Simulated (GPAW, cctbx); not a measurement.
# By hand: from a DFT structure factor to an extinction distance in YCo3C2

YCo3C2, P6/mmm (no. 191), a = 4.9228 Å, b = 4.9228 Å, c = 2.9603 Å, α = 90.00°, β = 90.00°, γ = 120.00°.

| atom | mult. | x | y | z |
| --- | --- | --- | --- | --- |
| Y1 | 1 | 0 | 0 | 0 |
| Co1 | 3 | 0 | 1/2 | 1/2 |
| C1 | 2 | 2/3 | 1/3 | 0 |

The cell comes from substitution in a known structure type and wasn't matched to any measured phase.

A DFT run (GPAW, PBE, 550 eV, 8×6×6 k-points (along the axes of the calculation cell), Fermi–Dirac width 0.1 eV, spin-polarised) gives the static X-ray structure factor of 001 as 26.720 e for the conventional cell; superposed free atoms give 26.450 e. **Problem.** Find the Fourier component V of the crystal potential and the two-beam extinction distance at 80 kV in both cases.

### 1. Geometry

The cell volume is Ω = 62.13 Å³ and d(001) = 2.9603 Å, so g = 1/d = 0.3378 Å⁻¹.

### 2. The nuclei

Electrons feel nuclei as well as electrons, so the nuclear charges are summed with the same phases.

Phase sums Σ exp(2πi h·x), turned so that the total is real and positive: Y -1.000, Co +3.000, C -2.000. Then F_Z = 39 × (-1.000) + 27 × (+3.000) + 6 × (-2.000) = 30.00 e. The electron term has the same sign for this reflection.

### 3. Mott–Bethe

Poisson's equation, term by term, gives V = (e/4πε₀)(F_Z − F)/(πΩg²), with e/4πε₀ = 14.3996 V Å.

The prefactor is 14.3996 × 2.9603²/(π × 62.13) = 0.64652 V per electron. Free atoms: (30.00 − 26.450) × 0.64652 = 2.295 V. Crystal: (30.00 − 26.720) × 0.64652 = 2.121 V. F changes by +1.02 % and V by -7.6 %: the same 0.27 e is measured against F_Z − F = 3.6 e in place of F = 26.4 e.

### 4. Extinction distance

In the two-beam case ξ = 1/(λU) with U = 2γm₀eV/h², that is ξ = 150.41 V Å²/(γλV).

At 80 kV, λ = 0.04176 Å and γ = 1.1566. Free atoms: ξ = 1357 Å. Crystal: ξ = 1469 Å. The thickness fringes go as sin²(πt/ξ), so the two patterns slip by a quarter of a period when t|1/ξ₁ − 1/ξ₀| = 1/4, at t ≈ 446 nm. Thermal motion, absorption and many-beam coupling, left out here, change a real pattern.

### 5. Answer

V(001) is 2.12 V against 2.30 V, and ξ is 1469 against 1357 Å. Limits: static atoms, two beams.
